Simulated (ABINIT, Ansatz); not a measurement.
# A GW chain in ABINIT: SrAlGeH (P3m1)

Aim: the G0W0 gap of SrAlGeH (P3m1) on LDA, step by step.

Method: LDA and many-body steps on it, plane waves, in ABINIT 10.8.3.

**1. Starting point**

Symmetry: P3m1, No. 156, trigonal system. The conventional cell has a = 4.266 Å, b = 4.266 Å, c = 4.967 Å, α = 90.00°, β = 90.00°, γ = 120.00°. Nearest to Sr lie 3 H at 2.51 Å. Nearest to Al lie 1 H at 1.75 Å and 3 Ge at 2.52 Å. Nearest to Ge lie 3 Al at 2.52 Å. Nearest to H lie 1 Al at 1.75 Å and 3 Sr at 2.51 Å. Farther neighbours are not listed.

Structure file:

```cif
data_structure
_symmetry_space_group_name_H-M 'P3m1'
_symmetry_Int_Tables_number 156
_cell_length_a 4.2658
_cell_length_b 4.2658
_cell_length_c 4.9673
_cell_angle_alpha 90.000
_cell_angle_beta 90.000
_cell_angle_gamma 120.000
_cell_volume 78.28
loop_
_atom_site_label
_atom_site_type_symbol
_atom_site_symmetry_multiplicity
_atom_site_Wyckoff_symbol
_atom_site_fract_x
_atom_site_fract_y
_atom_site_fract_z
_atom_site_occupancy
Sr1 Sr 1 b 0.33333 0.66667 0.00460 1
Al1 Al 1 a 0.00000 0.00000 0.45805 1
Ge1 Ge 1 c 0.66667 0.33333 0.56130 1
H1 H 1 a 0.00000 0.00000 0.10525 1
```

The cell and positions are those that the Materials Project relaxed with its own functionals (PBE, PBE+U or r2SCAN), kept fixed.

**2. Ground state**

This step: ABINIT 10.8.3; DFT, LDA, plane waves, norm-conserving pseudopotentials.

The ground-state density comes first.

Input file run.abi:

```
acell 3*1.0 Angstrom
rprim 
  4.265790426783 0.000000000004 0.000000000000
  -2.132895213395 3.694282876813 0.000000000000
  0.000000000000 0.000000000000 4.967268000000
ntypat 4
znucl 38 13 32 1
natom 4
typat 1 2 3 4
xred 
  0.333333333333 0.666666666667 0.004601000000
  -0.000000000000 0.000000000000 0.458049000000
  0.666666666667 0.333333333333 0.561296000000
  -0.000000000000 0.000000000000 0.105252000000
pp_dirpath "pseudos"
pseudos "Sr.upf, Al.upf, Ge.upf, H.upf"
ecut 35
ngkpt 6 6 4
nshiftk 1
shiftk 0 0 0
kptopt 1
chksymbreak 0
nband 20
occopt 1
tolvrs 1e-10
nstep 60
prtwf 0
optforces 0
optstress 0
indata_prefix "in"
outdata_prefix "out"
tmpdata_prefix "tmp"
```

On the command line:

```
$ OMP_NUM_THREADS=1 mpirun -n 4 abinit run.abi > log
```

Numbers of over 12 decimals in the logs are rounded to 6 here.

The log of the run:

```text
.Version 10.8.3 of ABINIT. v10.8.2 released Aug 2026.

 Symmetries : space group P3 m 1 (#156); Bravais hP (primitive hexag.)
================================================================================
 Values of the parameters that define the memory need of the present run
     intxc =       0    ionmov =       0      iscf =       7    lmnmax =       6
     lnmax =       6     mgfft =      50  mpssoang =       3    mqgrid =    3001
     natom =       4  nloc_mem =       1    nspden =       1   nspinor =       1
    nsppol =       1      nsym =       6    n1xccc =    2501    ntypat =       4
    occopt =       1   xclevel =       1
-    mband =          20        mffmem =           1         mkmem =           6
       mpw =        5269          nfft =      101250          nkpt =          24
================================================================================
  Rough estimation (10% accuracy) of disk space for files :
================================================================================

--------------------------------------------------------------------------------
------------- Echo of variables that govern the present computation ------------
--------------------------------------------------------------------------------
 -outvars: echo values of preprocessed input variables --------
            acell      1.8897261259E+00  1.8897261259E+00  1.8897261259E+00 Bohr

      chksymbreak           0
             ecut      3.50000000E+01 Hartree
-          fftalg         312

              ixc       -1012
              kpt      0.00000000E+00  0.00000000E+00  0.00000000E+00
                       1.66666667E-01  0.00000000E+00  0.00000000E+00
                       3.33333333E-01  0.00000000E+00  0.00000000E+00
                       5.00000000E-01  0.00000000E+00  0.00000000E+00
                       1.66666667E-01  1.66666667E-01  0.00000000E+00
                       3.33333333E-01  1.66666667E-01  0.00000000E+00
                       3.33333333E-01  3.33333333E-01  0.00000000E+00
                       0.00000000E+00  0.00000000E+00  2.50000000E-01
                       1.66666667E-01  0.00000000E+00  2.50000000E-01
   [... 13 further rows ...]
                       3.33333333E-01  1.66666667E-01  5.00000000E-01
                       3.33333333E-01  3.33333333E-01  5.00000000E-01
         kptrlatt        6    0    0      0    6    0      0    0    4
          kptrlen      3.75471045E+01
P           mkmem           6
            natom           4
            nband          20
            ngfft          45      45      50
             nkpt          24
            nstep          60
             nsym           6
           ntypat           4
              occ      2.000000  2.000000  2.000000  2.000000  2.000000  2.000000
                       2.000000  2.000000  2.000000  2.000000  2.000000  2.000000
                       2.000000  2.000000  0.000000  0.000000  0.000000  0.000000
                       0.000000  0.000000
        optforces           0
        optstress           0
            prtwf           0
            rprim      4.2657904268E+00  4.0000000000E-12  0.0000000000E+00
[...]
spgroup         156

           tolvrs      1.00000000E-10

             xred      3.3333333333E-01  6.6666666667E-01  4.6010000000E-03
[...]
znucl       38.00000   13.00000   32.00000    1.00000

================================================================================

 chkinp: Checking input parameters for consistency.

================================================================================
== DATASET  1 ==================================================================
-   mpi_nproc: 4, omp_nthreads: 1 (-1 if OMP is not activated)

--- !DatasetInfo
iteration_state: {dtset: 1, }
dimensions: {natom: 4, nkpt: 24, mband: 20, nsppol: 1, nspinor: 1, nspden: 1, mpw: 5269, }
cutoff_energies: {ecut:  35.0, pawecutdg:  -1.0, }
electrons: {nelect:   2.80000000E+01, charge:   0.00000000E+00, occopt:   1.00000000E+00, tsmear:   1.00000000E-02, }

 Real(R)+Recip(G) space primitive vectors, cartesian coordinates (Bohr,Bohr^-1):
 R(1)=  8.0611756  0.0000000  0.0000000  G(1)=  0.1240514  0.0716211  0.0000000
 R(2)= -4.0305878  6.9811829  0.0000000  G(2)=  0.0000000  0.1432422  0.0000000
 R(3)=  0.0000000  0.0000000  9.3867761  G(3)=  0.0000000  0.0000000  0.1065328
 Unit cell volume ucvol=  5.2825529E+02 bohr^3
 Angles (23,13,12)=  9.00000000E+01  9.00000000E+01  1.20000000E+02 degrees

 getcut: wavevector=  0.0000  0.0000  0.0000  ngfft=  45  45  50
         ecut(hartree)=     35.000   => boxcut(ratio)=   2.00011

--- Pseudopotential description ------------------------------------------------
- Sr Generated using ONCVPSP code by D. R. Hamann
- 38.00000  10.00000  180309                  znucl, zion, pspdat
12 -1012 2 -1 1812                            pspcod,pspxc,lmax,lloc,mmax
     nproj     2     2     2
  pspatm : epsatm=   12.22067766
         --- l  ekb(1:nproj) -->
[...]
pspatm: atomic psp has been read  and splines computed

- Al Generated using ONCVPSP code by D. R. Hamann
- 13.00000   3.00000  180309                  znucl, zion, pspdat
12 -1012 2 -1 1854                            pspcod,pspxc,lmax,lloc,mmax
     nproj     2     2     2
  pspatm : epsatm=    0.57439143
         --- l  ekb(1:nproj) -->
[...]
pspatm: atomic psp has been read  and splines computed

- Ge Generated using ONCVPSP code by D. R. Hamann
- 32.00000  14.00000  201201                  znucl, zion, pspdat
12 -1012 2 -1 1524                            pspcod,pspxc,lmax,lloc,mmax
     nproj     2     2     2
  pspatm : epsatm=   30.29532310
         --- l  ekb(1:nproj) -->
[...]
pspatm: atomic psp has been read  and splines computed

- H Generated using ONCVPSP code by D. R. Hamann
-  1.00000   1.00000  180309                  znucl, zion, pspdat
12 -1012 1 -1 1180                            pspcod,pspxc,lmax,lloc,mmax
     nproj     2     1     0
  pspatm : epsatm=    0.35439867
         --- l  ekb(1:nproj) -->
[...]
1   -0.275071
 pspatm: atomic psp has been read  and splines computed

   1.21645414E+03                                ecore*ucvol(ha*bohr**3)
--------------------------------------------------------------------------------

_setup2: Arith. and geom. avg. npw (full set) are    5225.229    5225.213

================================================================================

--- !BeginCycle
iteration_state: {dtset: 1, }
solver: {iscf: 7, nstep: 60, nline: 4, wfoptalg: 0, }
tolerances: {tolvrs: 1.00E-10, }

     iter   Etot(hartree)      deltaE(h)  residm     vres2
 ETOT  1  -124.87477392794    -1.249E+02 9.955E-01 4.396E+02
 ETOT  2  -126.40489699723    -1.530E+00 3.762E-02 8.175E+02
 ETOT  3  -126.49856402232    -9.367E-02 8.036E-03 1.907E+02
 ETOT  4  -126.52433349892    -2.577E-02 1.270E-02 1.452E+00
 ETOT  5  -126.52451197278    -1.785E-04 3.114E-03 5.929E-02
 ETOT  6  -126.52451799816    -6.025E-06 1.315E-03 2.689E-03
 ETOT  7  -126.52451829163    -2.935E-07 8.449E-04 1.125E-04
 ETOT  8  -126.52451830553    -1.390E-08 5.410E-04 5.473E-06
 ETOT  9  -126.52451830642    -8.901E-10 3.636E-04 6.329E-07
 ETOT 10  -126.52451830650    -7.311E-11 3.427E-04 2.472E-09
 ETOT 11  -126.52451830650     5.258E-13 3.324E-04 1.406E-10
 ETOT 12  -126.52451830649     2.345E-12 3.180E-04 6.122E-12

 At SCF step   12       vres2   =  6.12E-12 < tolvrs=  1.00E-10 =>converged.

--- !ResultsGS
iteration_state: {dtset: 1, }
comment   : Summary of ground state results
lattice_vectors:
- [  8.0611756,   0.0000000,   0.0000000, ]
- [ -4.0305878,   6.9811829,   0.0000000, ]
- [  0.0000000,   0.0000000,   9.3867761, ]
lattice_lengths: [   8.06118,    8.06118,    9.38678, ]
lattice_angles: [ 90.000,  90.000, 120.000, ] # degrees, (23, 13, 12)
lattice_volume:   5.2825529E+02
convergence: {deltae:  2.345E-12, res2:  6.122E-12, residm:  3.180E-04, diffor:  0.000E+00, }
etotal    :  -1.26524518E+02
entropy   :   0.00000000E+00
fermie    :   1.97165424E-01
cartesian_stress_tensor: null
pressure_GPa: null
xred      :
- [  3.3333E-01,   6.6667E-01,   4.6010E-03, Sr]
- [ -3.3325E-13,   3.3344E-13,   4.5805E-01, Al]
- [  6.6667E-01,   3.3333E-01,   5.6130E-01, Ge]
- [ -3.3325E-13,   3.3344E-13,   1.0525E-01,  H]
cartesian_forces: null
force_length_stats: {min: null, max: null, mean: null, }

 Integrated electronic density in atomic spheres:
 ------------------------------------------------
 Atom  Sphere_radius  Integrated_density
[...]
4        2.00000          1.35417938
================================================================================

 ----iterations are completed or convergence reached----

 Mean square residual over all n,k,spin=   16.836E-07; max=  31.798E-05
 reduced coordinates (array xred) for    4 atoms
       0.333333333333      0.666666666667      0.004601000000
      -0.000000000000      0.000000000000      0.458049000000
       0.666666666666      0.333333333334      0.561296000000
      -0.000000000000      0.000000000000      0.105252000000
 rms dE/dt=  0.0000E+00; max dE/dt=  0.0000E+00; dE/dt below (all hartree)
    1       0.000000000000      0.000000000000      0.000000000000
    2       0.000000000000      0.000000000000      0.000000000000
    3       0.000000000000      0.000000000000      0.000000000000
    4       0.000000000000      0.000000000000      0.000000000000

 cartesian coordinates (angstrom) at end:
    1     -4.47e-12     2.462855     0.022854
    2     -2.13e-12     1.23e-12     2.275252
    3      2.132895     1.231428     2.788108
    4     -2.13e-12     1.23e-12     0.522815
 length scales=  1.889726125908  1.889726125908  1.889726125908 bohr
              =  1.000000000000  1.000000000000  1.000000000000 angstroms
 prteigrs : about to open file out_EIG
 Fermi (or HOMO) energy (hartree) =   0.19717   Average Vxc (hartree)=  -0.36011
 Eigenvalues (hartree) for nkpt=  24  k points:
 kpt#   1, nband= 20, wtk=  0.00694, kpt=  0.0000  0.0000  0.0000 (reduced coord)
  -1.09342   -0.67396   -0.67396   -0.67153   -0.67153   -0.67112   -0.43673   -0.43079
  -0.43079   -0.16458    0.02722    0.14500    0.17539    0.17539    0.24228    0.31210
   0.31210    0.35787    0.35900    0.36242
 prteigrs : prtvol=0 or 1, do not print more k-points.

--- !EnergyTerms
iteration_state     : {dtset: 1, }
comment             : Components of total free energy in Hartree
kinetic             :  7.73525843711971E+01
hartree             :  3.65437235897026E+01
xc                  : -3.12610303622247E+01
Ewald energy        : -7.22083088579669E+01
psp_core            :  2.30277701425626E+00
local_psp           : -9.86005589608138E+01
non_local_psp       : -4.06537051006434E+01
total_energy        : -1.26524518306493E+02
total_energy_eV     : -3.44290753722467E+03
band_energy         : -1.10250127750952E+01

== END DATASET(S) ==============================================================
================================================================================

 -outvars: echo values of variables after computation  --------
           etotal     -1.2652451831E+02
            nband          20
             nkpt          24
          spgroup         156
 [... the other variables as echoed above ...]

 Calculation completed.
```

Elapsed: 27 s, on 4 MPI ranks of Arm Neoverse V2, shared host; peak memory 0.36 GiB.

Numbers from this step:

| Item | Value |
| --- | --- |
| total energy | -3442.9075 eV |
| gap | 0.6623 eV |
| k of the valence top | 0, 0, 0.5 |
| k of the conduction bottom | 0.5, 0, 0 |
| least direct gap | 1.319 eV |

The gap is indirect, with the least direct gap 0.66 eV higher.

**3. Empty states on the mesh, 3×3×2 mesh, 56 bands**

The sums over transitions need many empty states on a uniform mesh; this step solves for them.

Changes to run.abi since step 2:

```diff
@@ -17,3 +17,3 @@
 ecut 35
-ngkpt 6 6 4
+ngkpt 3 3 2
 nshiftk 1
@@ -22,9 +22,10 @@
 chksymbreak 0
-nband 20
-occopt 1
-tolvrs 1e-10
+iscf -2
+irdden 1
+istwfk *1
+nband 56
+nbdbuf 4
+tolwfr 1e-09
 nstep 60
-prtwf 0
-optforces 0
-optstress 0
+prtvol 0
 indata_prefix "in"
```

The log of the run:

```text
.Version 10.8.3 of ABINIT. v10.8.2 released Aug 2026.

 Symmetries : space group P3 m 1 (#156); Bravais hP (primitive hexag.)
[... echo of the input left out ...]
== DATASET  1 ==================================================================
-   mpi_nproc: 4, omp_nthreads: 1 (-1 if OMP is not activated)

--- !DatasetInfo
iteration_state: {dtset: 1, }
dimensions: {natom: 4, nkpt: 6, mband: 56, nsppol: 1, nspinor: 1, nspden: 1, mpw: 5265, }
cutoff_energies: {ecut:  35.0, pawecutdg:  -1.0, }
electrons: {nelect:   2.80000000E+01, charge:   0.00000000E+00, occopt:   1.00000000E+00, tsmear:   1.00000000E-02, }

 Real(R)+Recip(G) space primitive vectors, cartesian coordinates (Bohr,Bohr^-1):
 R(1)=  8.0611756  0.0000000  0.0000000  G(1)=  0.1240514  0.0716211  0.0000000
 R(2)= -4.0305878  6.9811829  0.0000000  G(2)=  0.0000000  0.1432422  0.0000000
 R(3)=  0.0000000  0.0000000  9.3867761  G(3)=  0.0000000  0.0000000  0.1065328
 Unit cell volume ucvol=  5.2825529E+02 bohr^3
 Angles (23,13,12)=  9.00000000E+01  9.00000000E+01  1.20000000E+02 degrees

 getcut: wavevector=  0.0000  0.0000  0.0000  ngfft=  45  45  50
         ecut(hartree)=     35.000   => boxcut(ratio)=   2.00011

--- Pseudopotential description ------------------------------------------------
- Sr Generated using ONCVPSP code by D. R. Hamann
- 38.00000  10.00000  180309                  znucl, zion, pspdat
12 -1012 2 -1 1812                            pspcod,pspxc,lmax,lloc,mmax
     nproj     2     2     2
  pspatm : epsatm=   12.22067766
         --- l  ekb(1:nproj) -->
             0   10.067142    1.054393
             1    7.520551    1.675795
             2    4.085003    0.971115
 pspatm: atomic psp has been read  and splines computed

- Al Generated using ONCVPSP code by D. R. Hamann
- 13.00000   3.00000  180309                  znucl, zion, pspdat
12 -1012 2 -1 1854                            pspcod,pspxc,lmax,lloc,mmax
     nproj     2     2     2
  pspatm : epsatm=    0.57439143
         --- l  ekb(1:nproj) -->
[...]
pspatm: atomic psp has been read  and splines computed

- Ge Generated using ONCVPSP code by D. R. Hamann
- 32.00000  14.00000  201201                  znucl, zion, pspdat
12 -1012 2 -1 1524                            pspcod,pspxc,lmax,lloc,mmax
     nproj     2     2     2
  pspatm : epsatm=   30.29532310
         --- l  ekb(1:nproj) -->
[...]
pspatm: atomic psp has been read  and splines computed

- H Generated using ONCVPSP code by D. R. Hamann
-  1.00000   1.00000  180309                  znucl, zion, pspdat
12 -1012 1 -1 1180                            pspcod,pspxc,lmax,lloc,mmax
     nproj     2     1     0
  pspatm : epsatm=    0.35439867
         --- l  ekb(1:nproj) -->
[...]
1   -0.275071
 pspatm: atomic psp has been read  and splines computed

[...]
prteigrs : about to open file out_EIG
 Non-SCF case, kpt    1 (  0.00000  0.00000  0.00000), residuals and eigenvalues=
  2.82E-10  1.12E-10  1.74E-10  1.55E-10  1.93E-10  1.25E-10  3.06E-10  2.94E-10
  7.14E-10  6.48E-10  9.00E-10  1.53E-10  1.45E-10  1.70E-10  1.87E-10  2.56E-10
  8.42E-10  2.40E-10  3.98E-10  8.27E-10  2.94E-10  7.94E-10  1.69E-10  2.54E-10
[...]
-1.0934E+00 -6.7396E-01 -6.7396E-01 -6.7153E-01 -6.7153E-01 -6.7112E-01
 -4.3673E-01 -4.3079E-01 -4.3079E-01 -1.6458E-01  2.7217E-02  1.4500E-01
  1.7539E-01  1.7539E-01  2.4228E-01  3.1210E-01  3.1210E-01  3.5715E-01
[...]
1.0331E+00  1.0608E+00  1.0608E+00  1.1096E+00  1.1388E+00  1.1388E+00
  1.1689E+00  1.1689E+00  1.1904E+00  1.2028E+00  1.2864E+00  1.2864E+00
  1.2880E+00  1.2881E+00
 prteigrs : prtvol=0 or 1, do not print more k-points.

--- !ResultsGS
iteration_state: {dtset: 1, }
comment   : Summary of ground state results
lattice_vectors:
- [  8.0611756,   0.0000000,   0.0000000, ]
- [ -4.0305878,   6.9811829,   0.0000000, ]
- [  0.0000000,   0.0000000,   9.3867761, ]
lattice_lengths: [   8.06118,    8.06118,    9.38678, ]
lattice_angles: [ 90.000,  90.000, 120.000, ] # degrees, (23, 13, 12)
lattice_volume:   5.2825529E+02
convergence: {deltae:  0.000E+00, res2:  0.000E+00, residm:  9.970E-10, diffor:  0.000E+00, }
etotal    :  -1.26524518E+02
entropy   :   0.00000000E+00
fermie    :   1.97165424E-01
cartesian_stress_tensor: null
pressure_GPa: null
xred      :
- [  3.3333E-01,   6.6667E-01,   4.6010E-03, Sr]
- [ -3.3325E-13,   3.3344E-13,   4.5805E-01, Al]
- [  6.6667E-01,   3.3333E-01,   5.6130E-01, Ge]
- [ -3.3325E-13,   3.3344E-13,   1.0525E-01,  H]
cartesian_forces: null
force_length_stats: {min: null, max: null, mean: null, }

 Integrated electronic density in atomic spheres:
 ------------------------------------------------
 Atom  Sphere_radius  Integrated_density
[...]
================================================================================

 ----iterations are completed or convergence reached----

 Mean square residual over all n,k,spin=   49.311E-11; max=  99.700E-11
 reduced coordinates (array xred) for    4 atoms
[...]
0.666666666666      0.333333333334      0.561296000000
      -0.000000000000      0.000000000000      0.105252000000

 cartesian coordinates (angstrom) at end:
    1     -4.47e-12     2.462855     0.022854
    2     -2.13e-12     1.23e-12     2.275252
    3      2.132895     1.231428     2.788108
    4     -2.13e-12     1.23e-12     0.522815
 length scales=  1.889726125908  1.889726125908  1.889726125908 bohr
              =  1.000000000000  1.000000000000  1.000000000000 angstroms
 prteigrs : about to open file out_EIG
 Eigenvalues (hartree) for nkpt=   6  k points:
 kpt#   1, nband= 56, wtk=  0.05556, kpt=  0.0000  0.0000  0.0000 (reduced coord)
[...]
1.00298    1.02493    1.03307    1.06077    1.06077    1.10964    1.13876    1.13876
   1.16894    1.16894    1.19040    1.20282    1.28637    1.28640    1.28804    1.28811
 prteigrs : prtvol=0 or 1, do not print more k-points.

== END DATASET(S) ==============================================================
================================================================================

 -outvars: echo values of variables after computation  --------
            nband          56
             nkpt           6
          spgroup         156
 [... the other variables as echoed above ...]

 Calculation completed.
```

It took 18 s on 4 MPI ranks; peak memory 0.3 GiB.

Numbers from this step:

| Item | Value |
| --- | --- |
| gap | 1.010 eV |
| k of the valence top | 0, 0, 0.5 |
| k of the conduction bottom | 0.3333, 0, 0 |
| least direct gap | 1.327 eV |
| k points computed | 6 |
| lowest point of the top converged band, above the valence top | 26.88 eV |

On this mesh the gap is 1.010 eV. The earlier step found 0.662 eV, so this mesh misses an edge.

(Part 1 of 2 ends here.)

[Paths, hosts, dates, memory and timing lines, banners, echoed tables and standing remarks are left out of the program output.]

[Logs are printed without paths, hosts, clocks, repeated set-up lines and the standing remarks that a program may print on its own settings, such as how far it seeks lower states.]

[Runs of the session that timed out or met a known fault of the program may be left out.]

[Hosts, paths, dates, database ids (printed as entryN), source tags and the programs' standing remarks are cut or masked in the printed files.]

[G0W0 gaps are taken among the corrected bands and points alone; a level outside them can change the order at an edge.]

[Where Ansatz stands beside ABINIT at settings called matched, ABINIT's density can come from a denser mesh and the files from another edition; pairs whose starting gaps differed by over 0.03 eV were left out, so agreement reads better than it is.]
